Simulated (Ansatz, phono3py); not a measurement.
# Scattering channels in ZnSe (Stilleite, F-43m), one at a time, part 4 of 5

Wanted: the sensitivity of κ of ZnSe (Stilleite) to the choices of the transport step.

Experimental results on record:
- thermal conductivity 19 W/m/K near room temperature (given in “Combining the AFLOW GIBBS and Elastic Libraries to efficiently and robustly screen thermo-mechanical properties of solids”, 2017, arXiv:1611.05714)

Ansatz 0.2.0 and phono3py 4.10.0; DFT LDA, scalar-relativistic, plane waves, PAW; PAW set soft_1 (the session's first sound run).

So far, κ at 300 K (W/m/K): step 3 (relaxation-time solution) 25.0; step 12 (q-mesh of the transport sums 29×29×29) 26.2; step 14 (boundary mean free path 0.01 micrometre) 3.05; step 15 (boundary mean free path 0.3 micrometre) 14.5; step 16 (solver LBTE) 26.

### 17. Adding coherences, third order supercell 3×3×3, supercell 6×6×6

Level of this step: DFT LDA, scalar-relativistic, plane waves, PAW; PAW set soft_1; phono3py on Ansatz's force constants (phono3py).

Close branches can carry heat by tunnelling between them, which the particle picture leaves out.

Input file phono3py.yaml:

```yaml
phono3py:
  version: "4.10.0"
  frequency_unit_conversion_factor: 15.633302
  symmetry_tolerance: 1.00000e-05

physical_unit:
  atomic_mass: "AMU"
  length: "angstrom"

space_group:
  type: "F-43m"
  number: 216
  Hall_symbol: "F -4 2 3"

primitive_matrix:
- [  1.000000000000000,  0.000000000000000,  0.000000000000000 ]
- [  0.000000000000000,  1.000000000000000,  0.000000000000000 ]
- [  0.000000000000000,  0.000000000000000,  1.000000000000000 ]

supercell_matrix:
- [   3,   0,   0 ]
- [   0,   3,   0 ]
- [   0,   0,   3 ]

# [primitive_cell block left out]
unit_cell:
  lattice:
  - [     0.000000000000000,     2.783675540400000,     2.783675540400000 ] # a
  - [     2.783675540400000,     0.000000000000000,     2.783675540400000 ] # b
  - [     2.783675540400000,     2.783675540400000,     0.000000000000000 ] # c
  points:
  - symbol: Zn # 1
    coordinates: [  0.000000000000000,  0.000000000000000,  0.000000000000000 ]
    mass: 65.380000
    reduced_to: 1
  - symbol: Se # 2
    coordinates: [  0.250000000000000,  0.250000000000000,  0.250000000000000 ]
    mass: 78.971000
    reduced_to: 2

# [supercell block left out]
phonon_supercell_matrix:
- [   6,   0,   0 ]
- [   0,   6,   0 ]
- [   0,   0,   6 ]

# [phonon_primitive_cell block left out]
# [phonon_supercell block left out]
nac:
  born_effective_charge:
  - # 1 (Zn)
    - [  1.968590722944593,  0.000000000000000,  0.000000000000000 ]
    - [  0.000000000000000,  1.968590722944592,  0.000000000000000 ]
    - [  0.000000000000000,  0.000000000000000,  1.968590722944592 ]
  - # 2 (Se)
    - [ -1.968590722944593,  0.000000000000000,  0.000000000000000 ]
    - [  0.000000000000000, -1.968590722944592,  0.000000000000000 ]
    - [  0.000000000000000,  0.000000000000000, -1.968590722944592 ]
  dielectric_constant:
    - [  7.507303767595457,  0.000000000000000,  0.000000000000000 ]
    - [  0.000000000000000,  7.507303767595457,  0.000000000000000 ]
    - [  0.000000000000000,  0.000000000000000,  7.507303767595456 ]
  unit_conversion_factor: 14.399645
```

The run is started by

```bash
phono3py phono3py.yaml --mesh 19 19 19 --br --isotope --tt smm19 --ts 100 150 200 300 400 500 600 800
```

What it wrote:

```text
[banner, memory and clock lines left out]
Rust backend (phonors) using rayon (8 threads).
Running in phono3py.load mode.
Spglib version 2.8.0
----------------------------- General settings -----------------------------
Run mode: conductivity-RTA
HDF5 data compression filter: gzip
Crystal structure was read from "phono3py.yaml".
Supercell (dim): [3 3 3]
Phonon supercell (dim-fc2): [6 6 6]
Primitive matrix:
  [1. 0. 0.]
  [0. 1. 0.]
  [0. 0. 1.]
Spacegroup: F-43m (216)
Use -v option to watch primitive cell, unit cell, and supercell structures.
NAC parameters were read from "phono3py.yaml".
fc3 was read from "fc3.hdf5".
fc2 was read from "fc2.hdf5".
----------------------------- Force constants ------------------------------
Max drift of fc3: -0.00000500 (xzy) -0.00000500 (xzy) -0.00000500 (xyz)
Max drift of fc2: 0.00002100 (yy) 0.00002100 (yy)
--------------------------- Calculation settings ---------------------------
Non-analytical term correction (NAC): True
NAC unit conversion factor:  14.39964
BZ integration: Tetrahedron-method
Temperature:  100.0  150.0  200.0  300.0  400.0 ... 800.0
Cutoff frequency: 0.01
Mesh sampling: [ 19 19 19 ]
Generating grid system ... [ 19 19 19 ]
fc3-r2q-transformation over three atoms: True
Optional transport type: SMM19
--------------------------- Phonon calculations ----------------------------
  PRB 50, 13035(R) (1994), PRB 55, 10355 (1997)
  G-cutoff distance: 1.18, Number of G-points: 307, Lambda: 0.34
Running harmonic phonon calculations...
-------------------- Lattice thermal conductivity (RTA) --------------------
Running heat capacity calculations...
Running velocity calculations...
Running isotope scattering calculations with tetrahedron method...
======================= Grid point 0 (1/220) =======================
q-point: ( 0.00  0.00  0.00)
Boundary mean free path (millimeter): 1000.000
Mass variance parameters: 5.98e-04 4.63e-04
Number of triplets: 220
Frequency     group velocity (x, y, z)     |gv|
   0.006   (   0.000    0.000   -0.000)    0.000
   0.006   (   0.000    0.000   -0.000)    0.000
   0.006   (  -0.000   -0.000    0.000)    0.000
   6.529   (   0.000    0.000   -0.000)    0.000
   6.529   (   0.000    0.000   -0.000)    0.000
   6.529   (  -0.000   -0.000    0.000)    0.000
======================= Grid point 1 (2/220) =======================
q-point: ( 0.05  0.00  0.00)
Boundary mean free path (millimeter): 1000.000
Mass variance parameters: 5.98e-04 4.63e-04
Number of triplets: 670
Frequency     group velocity (x, y, z)     |gv|
   0.334   ( -11.727   11.727   11.727)   20.311
   0.334   ( -11.727   11.727   11.727)   20.311
   0.811   ( -28.093   28.093   28.093)   48.659
   6.530   (  -0.039    0.039    0.039)    0.067
   6.530   (  -0.039    0.039    0.039)    0.067
   7.563   (   1.025   -1.025   -1.025)    1.775
[217 grid points left out]
======================= Grid point 1647 (220/220) =======================
q-point: (-0.26  0.47  0.21)
Boundary mean free path (millimeter): 1000.000
Mass variance parameters: 5.98e-04 4.63e-04
Number of triplets: 1810
Frequency     group velocity (x, y, z)     |gv|
   2.487   (   3.779    1.599    0.000)    4.104
   2.817   (  -1.508    1.374    0.000)    2.040
   5.462   (  11.197   -3.464   -0.000)   11.720
   5.671   ( -10.810    0.598    0.000)   10.827
   6.732   (   1.206    0.188    0.000)    1.221
   7.030   (  -0.518    0.613    0.000)    0.803
=================== End of collection of collisions ===================
----------- Thermal conductivity (W/m-k) with tetrahedron method -----------
#          T(K)        xx         yy         zz         yz         xz         xy
K_intra   100.0      86.075     86.075     86.075      0.000     -0.000     -0.000
K_intra   150.0      52.030     52.030     52.030      0.000     -0.000     -0.000
K_intra   200.0      37.889     37.889     37.889      0.000     -0.000     -0.000
K_intra   300.0      24.968     24.968     24.968      0.000     -0.000     -0.000
K_intra   400.0      18.762     18.762     18.762      0.000     -0.000     -0.000
K_intra   500.0      15.067     15.067     15.067      0.000     -0.000     -0.000
K_intra   600.0      12.603     12.603     12.603      0.000     -0.000     -0.000
K_intra   800.0       9.510      9.510      9.510      0.000     -0.000     -0.000

K_inter   100.0       0.788      0.788      0.788      0.000      0.000     -0.000
K_inter   150.0       0.447      0.447      0.447      0.000      0.000     -0.000
K_inter   200.0       0.324      0.324      0.324      0.000      0.000     -0.000
K_inter   300.0       0.226      0.226      0.226      0.000      0.000     -0.000
K_inter   400.0       0.186      0.186      0.186      0.000      0.000     -0.000
K_inter   500.0       0.167      0.167      0.167      0.000      0.000     -0.000
K_inter   600.0       0.157      0.157      0.157      0.000      0.000     -0.000
K_inter   800.0       0.148      0.148      0.148      0.000     -0.000     -0.000

K_TOT     100.0      86.863     86.863     86.863      0.000     -0.000     -0.000
K_TOT     150.0      52.477     52.477     52.477      0.000     -0.000     -0.000
K_TOT     200.0      38.212     38.212     38.212      0.000     -0.000     -0.000
K_TOT     300.0      25.193     25.193     25.193      0.000     -0.000     -0.000
K_TOT     400.0      18.948     18.948     18.948      0.000     -0.000     -0.000
K_TOT     500.0      15.234     15.234     15.234      0.000     -0.000     -0.000
K_TOT     600.0      12.760     12.760     12.760      0.000     -0.000     -0.000
K_TOT     800.0       9.658      9.658      9.658      0.000     -0.000     -0.000

Thermal conductivity related properties were written into
"kappa-m191919.hdf5".
Summary of calculation was written in "phono3py.yaml".
```

It took 29 s on 8 threads of Arm Neoverse V2, shared host; peak memory 0.1 GiB.

This step gave:

* κ at 300 K: 25.19 W/m/K
* κ xx, yy, zz at 300 K: 25.19, 25.19, 25.19 W/m/K

W/m/K. Kappa, by row:

| T (K) | xx | yy | zz | yz | xz | xy | intra mean | inter mean |
| --- | --- | --- | --- | --- | --- | --- | --- | --- |
| 100 | 86.86 | 86.86 | 86.86 | 0 | 0 | 0 | 86.08 | 0.7882 |
| 150 | 52.48 | 52.48 | 52.48 | 0 | 0 | 0 | 52.03 | 0.4472 |
| 200 | 38.21 | 38.21 | 38.21 | 0 | 0 | 0 | 37.89 | 0.3236 |
| 300 | 25.19 | 25.19 | 25.19 | 0 | 0 | 0 | 24.97 | 0.2256 |
| 400 | 18.95 | 18.95 | 18.95 | 0 | 0 | 0 | 18.76 | 0.1864 |
| 500 | 15.23 | 15.23 | 15.23 | 0 | 0 | 0 | 15.07 | 0.167 |
| 600 | 12.76 | 12.76 | 12.76 | 0 | 0 | 0 | 12.6 | 0.1566 |
| 800 | 9.658 | 9.658 | 9.658 | 0 | 0 | 0 | 9.51 | 0.1479 |

κ at 300 K goes from 25.0 in the base run to 25.2 W/(m K).

### 18. Gaussian smearing, third order supercell 3×3×3, supercell 6×6×6

A Gaussian replaces the tetrahedron method for energy conservation; its width must match the mesh.

phono3py.yaml is that of step 17.

The run is started by

```bash
phono3py phono3py.yaml --mesh 19 19 19 --br --isotope --sigma 0.4 --ts 100 300 600
```

What it wrote:

```text
[banner, memory and clock lines left out]
Rust backend (phonors) using rayon (8 threads).
Running in phono3py.load mode.
Spglib version 2.8.0
----------------------------- General settings -----------------------------
Run mode: conductivity-RTA
HDF5 data compression filter: gzip
Crystal structure was read from "phono3py.yaml".
Supercell (dim): [3 3 3]
Phonon supercell (dim-fc2): [6 6 6]
Primitive matrix:
  [1. 0. 0.]
  [0. 1. 0.]
  [0. 0. 1.]
Spacegroup: F-43m (216)
Use -v option to watch primitive cell, unit cell, and supercell structures.
NAC parameters were read from "phono3py.yaml".
fc3 was read from "fc3.hdf5".
fc2 was read from "fc2.hdf5".
----------------------------- Force constants ------------------------------
Max drift of fc3: -0.00000500 (xzy) -0.00000500 (xzy) -0.00000500 (xyz)
Max drift of fc2: 0.00002100 (yy) 0.00002100 (yy)
--------------------------- Calculation settings ---------------------------
Non-analytical term correction (NAC): True
NAC unit conversion factor:  14.39964
BZ integration: Smearing=0.4
Temperature:  100.0  300.0  600.0
Cutoff frequency: 0.01
Mesh sampling: [ 19 19 19 ]
Generating grid system ... [ 19 19 19 ]
fc3-r2q-transformation over three atoms: True
--------------------------- Phonon calculations ----------------------------
  PRB 50, 13035(R) (1994), PRB 55, 10355 (1997)
  G-cutoff distance: 1.18, Number of G-points: 307, Lambda: 0.34
Running harmonic phonon calculations...
-------------------- Lattice thermal conductivity (RTA) --------------------
Running heat capacity calculations...
Running velocity calculations...
Running isotope scattering calculations sigma=0.4...
======================= Grid point 0 (1/220) =======================
q-point: ( 0.00  0.00  0.00)
Boundary mean free path (millimeter): 1000.000
Mass variance parameters: 5.98e-04 4.63e-04
Number of triplets: 220
Frequency     group velocity (x, y, z)     |gv|
   0.006   (   0.000    0.000    0.000)    0.000
   0.006   (  -0.000    0.000    0.000)    0.000
   0.006   (   0.000    0.000    0.000)    0.000
   6.529   (   0.000    0.000   -0.000)    0.000
   6.529   (   0.000    0.000    0.000)    0.000
   6.529   (  -0.000    0.000   -0.000)    0.000
======================= Grid point 1 (2/220) =======================
q-point: ( 0.05  0.00  0.00)
Boundary mean free path (millimeter): 1000.000
Mass variance parameters: 5.98e-04 4.63e-04
Number of triplets: 670
Frequency     group velocity (x, y, z)     |gv|
   0.334   ( -11.727   11.727   11.727)   20.311
   0.334   ( -11.727   11.727   11.727)   20.311
   0.811   ( -28.093   28.093   28.093)   48.659
   6.530   (  -0.039    0.039    0.039)    0.067
   6.530   (  -0.039    0.039    0.039)    0.067
   7.563   (   1.025   -1.025   -1.025)    1.775
[217 grid points left out]
======================= Grid point 1647 (220/220) =======================
q-point: (-0.26  0.47  0.21)
Boundary mean free path (millimeter): 1000.000
Mass variance parameters: 5.98e-04 4.63e-04
Number of triplets: 1810
Frequency     group velocity (x, y, z)     |gv|
   2.487   (   3.779    1.599    0.000)    4.104
   2.817   (  -1.508    1.374    0.000)    2.040
   5.462   (  11.197   -3.464   -0.000)   11.720
   5.671   ( -10.810    0.598    0.000)   10.827
   6.732   (   1.206    0.188    0.000)    1.221
   7.030   (  -0.518    0.613    0.000)    0.803
=================== End of collection of collisions ===================
----------- Thermal conductivity (W/m-k) for sigma=0.4 -----------
#  T(K)        xx         yy         zz         yz         xz         xy
  100.0      72.880     72.880     72.880      0.000     -0.000     -0.000
  300.0      21.643     21.643     21.643      0.000     -0.000     -0.000
  600.0      10.930     10.930     10.930      0.000     -0.000     -0.000

Thermal conductivity related properties and sigma 0.4
were written into "kappa-m191919-s0.4.hdf5".
Summary of calculation was written in "phono3py.yaml".
```

Wall time 25 s (8 threads); peak memory 0.1 GiB; 2.5 min of CPU time.

Numbers from this step:

* κ at 300 K: 21.64 W/m/K
* κ xx, yy, zz at 300 K: 21.64, 21.64, 21.64 W/m/K

W/m/K. Kappa, by row:

| T (K) | xx | yy | zz | yz | xz | xy |
| --- | --- | --- | --- | --- | --- | --- |
| 100 | 72.88 | 72.88 | 72.88 | 0 | 0 | 0 |
| 300 | 21.64 | 21.64 | 21.64 | 0 | 0 | 0 |
| 600 | 10.93 | 10.93 | 10.93 | 0 | 0 | 0 |

With a width of 0.4 THz κ at 300 K is 21.6 W/(m K), -13.3 % from the tetrahedron value; a width this large blurs energy conservation.

Between step 3 and this run (delta function Gaussian and sigma 0.4 THz) the value for the κ at 300 K moves from 25.0 W/m/K to 21.6 W/m/K (-13 %).

### 19. Gaussian smearing, third order supercell 3×3×3, supercell 6×6×6 (run 2)

A Gaussian replaces the tetrahedron method for energy conservation; its width must match the mesh.

phono3py.yaml is that of step 18.

The run is started by

```bash
phono3py phono3py.yaml --mesh 19 19 19 --br --isotope --sigma 1 --ts 100 300 600
```

What it wrote:

```text
[banner, memory and clock lines left out]
Rust backend (phonors) using rayon (8 threads).
Running in phono3py.load mode.
Spglib version 2.8.0
----------------------------- General settings -----------------------------
Run mode: conductivity-RTA
HDF5 data compression filter: gzip
Crystal structure was read from "phono3py.yaml".
Supercell (dim): [3 3 3]
Phonon supercell (dim-fc2): [6 6 6]
Primitive matrix:
  [1. 0. 0.]
  [0. 1. 0.]
  [0. 0. 1.]
Spacegroup: F-43m (216)
Use -v option to watch primitive cell, unit cell, and supercell structures.
[...]
6.732   (   1.206    0.188    0.000)    1.221
   7.030   (  -0.518    0.613    0.000)    0.803
=================== End of collection of collisions ===================
----------- Thermal conductivity (W/m-k) for sigma=1.0 -----------
#  T(K)        xx         yy         zz         yz         xz         xy
  100.0      64.426     64.426     64.426      0.000     -0.000     -0.000
  300.0      19.391     19.391     19.391      0.000     -0.000     -0.000
  600.0       9.708      9.708      9.708      0.000     -0.000     -0.000

Thermal conductivity related properties and sigma 1.0
were written into "kappa-m191919-s1.hdf5".
Summary of calculation was written in "phono3py.yaml".
```

Run time: 25 s. Hardware: 8 threads; peak memory 0.1 GiB.

This step gave:

```yaml
kappa_at_300_k: 19.39 W/m/K
kappa_xx_yy_zz_at_300_k: 19.39, 19.39, 19.39 W/m/K
```

With a width of 1 THz κ at 300 K is 19.4 W/(m K), -22.3 % from the tetrahedron value; a width this large blurs energy conservation.

For the κ at 300 K, step 18 gave 21.6 W/m/K; this run, with sigma 1 THz, gives 19.4 W/m/K (-10 %).

### 20. Two-phonon phase space, third order supercell 3×3×3, supercell 6×6×6

The two-phonon density of states counts the channels open to a mode, without matrix elements.

phono3py.yaml is that of step 19.

The run is started by

```bash
phono3py phono3py.yaml --mesh 23 23 23 --jdos --gp 0 --num-freq-points 80
```

What it wrote:

```text
[banner, memory and clock lines left out]
Rust backend (phonors) using rayon (8 threads).
Running in phono3py.load mode.
Spglib version 2.8.0
----------------------------- General settings -----------------------------
Run mode: jdos
HDF5 data compression filter: gzip
Crystal structure was read from "phono3py.yaml".
Supercell (dim): [3 3 3]
Phonon supercell (dim-fc2): [6 6 6]
Primitive matrix:
  [1. 0. 0.]
  [0. 1. 0.]
  [0. 0. 1.]
Spacegroup: F-43m (216)
Use -v option to watch primitive cell, unit cell, and supercell structures.
NAC parameters were read from "phono3py.yaml".
fc3 was read from "fc3.hdf5".
fc2 was read from "fc2.hdf5".
----------------------------- Force constants ------------------------------
Max drift of fc3: -0.00000500 (xzy) -0.00000500 (xzy) -0.00000500 (xyz)
Max drift of fc2: 0.00002100 (yy) 0.00002100 (yy)
--------------------------- Calculation settings ---------------------------
Non-analytical term correction (NAC): True
NAC unit conversion factor:  14.39964
BZ integration: Tetrahedron-method
Cutoff frequency: 0.01
Number of frequency sampling points: 80
Mesh sampling: [ 23 23 23 ]
Generating grid system ... [ 23 23 23 ]
  PRB 50, 13035(R) (1994), PRB 55, 10355 (1997)
  G-cutoff distance: 1.18, Number of G-points: 307, Lambda: 0.34
--------------------------------- Joint DOS ---------------------------------
Running harmonic phonon calculations...
======================= Grid point 0 (1/1) =======================
q-point: ( 0.00  0.00  0.00)
Number of triplets: 364
Frequency
   0.006
   0.006
   0.006
   6.529
   6.529
   6.529
Tetrahedron method is used.
Calculations at 80 frequency points are divided into 8 batches.
1/8: [ 1  2  3  4  5  6  7  8  9 10]
2/8: [11 12 13 14 15 16 17 18 19 20]
3/8: [21 22 23 24 25 26 27 28 29 30]
4/8: [31 32 33 34 35 36 37 38 39 40]
5/8: [41 42 43 44 45 46 47 48 49 50]
6/8: [51 52 53 54 55 56 57 58 59 60]
7/8: [61 62 63 64 65 66 67 68 69 70]
8/8: [71 72 73 74 75 76 77 78 79 80]
JDOS is written into "jdos-m232323-g0.dat".
```

Wall time 1.9 s (8 threads); peak memory 0.11 GiB.

The joint density of states at Gamma by frequency; read off at these points:

| frequency (THz) | absorption class (1/THz) | decay class (1/THz) |
| --- | --- | --- |
| 0.00 | 0 | 0 |
| 0.39 | 13.5 | 0.00304 |
| 0.77 | 5.65 | 0.0156 |
| 1.16 | 2.24 | 0.0419 |
| 1.73 | 4.76 | 0.102 |
| 2.12 | 5.26 | 0.164 |
| 2.50 | 3.93 | 0.265 |
| 2.89 | 4.02 | 0.458 |
| 3.27 | 2.73 | 1.07 |
| 3.66 | 2.16 | 1.35 |
| 4.04 | 4.61 | 1.92 |
| 4.43 | 8.76 | 2.24 |
| 4.62 | 10.3 | 2.20 |
| 5.01 | 7.04 | 1.86 |
| 5.39 | 1.94 | 1.00 |
| 5.78 | 0.902 | 0.717 |
| 6.16 | 0.392 | 0.885 |
| 6.55 | 0.170 | 1.33 |
| 6.93 | 0.0681 | 1.87 |
| 7.32 | 0 | 1.98 |
| 7.89 | 0 | 2.63 |
| 8.28 | 0 | 9.84 |
| 8.66 | 0 | 8.94 |
| 9.05 | 0 | 8.57 |
| 9.44 | 0 | 5.05 |
| 9.82 | 0 | 3.13 |
| 10.21 | 0 | 1.07 |
| 10.78 | 0 | 1.71 |
| 11.17 | 0 | 5.11 |
| 11.55 | 0 | 3.97 |
| 11.94 | 0 | 2.52 |
| 12.32 | 0 | 1.56 |
| 12.71 | 0 | 2.18 |
| 13.09 | 0 | 14.8 |
| 13.48 | 0 | 4.33 |
| 14.06 | 0 | 3.50 |
| 14.44 | 0 | 0.291 |
| 14.83 | 0 | 0.186 |
| 15.21 | 0 | 0 |

The most distinct maxima of the joint density of states at Gamma (absorption class) lie at 0.39, 2.12 and 4.62 THz, the highest at 0.39 THz.

(Part 4 of 5 ends here.)

[Logs are printed without paths, hosts, clocks, repeated set-up lines and the standing remarks that a program may print on its own settings, such as how far it seeks lower states.]

[Hosts, paths, dates, database ids (printed as entryN), source tags and the programs' standing remarks are cut or masked in the printed files.]

[A step with changed settings may run another functional than the one named; its input shows which.]
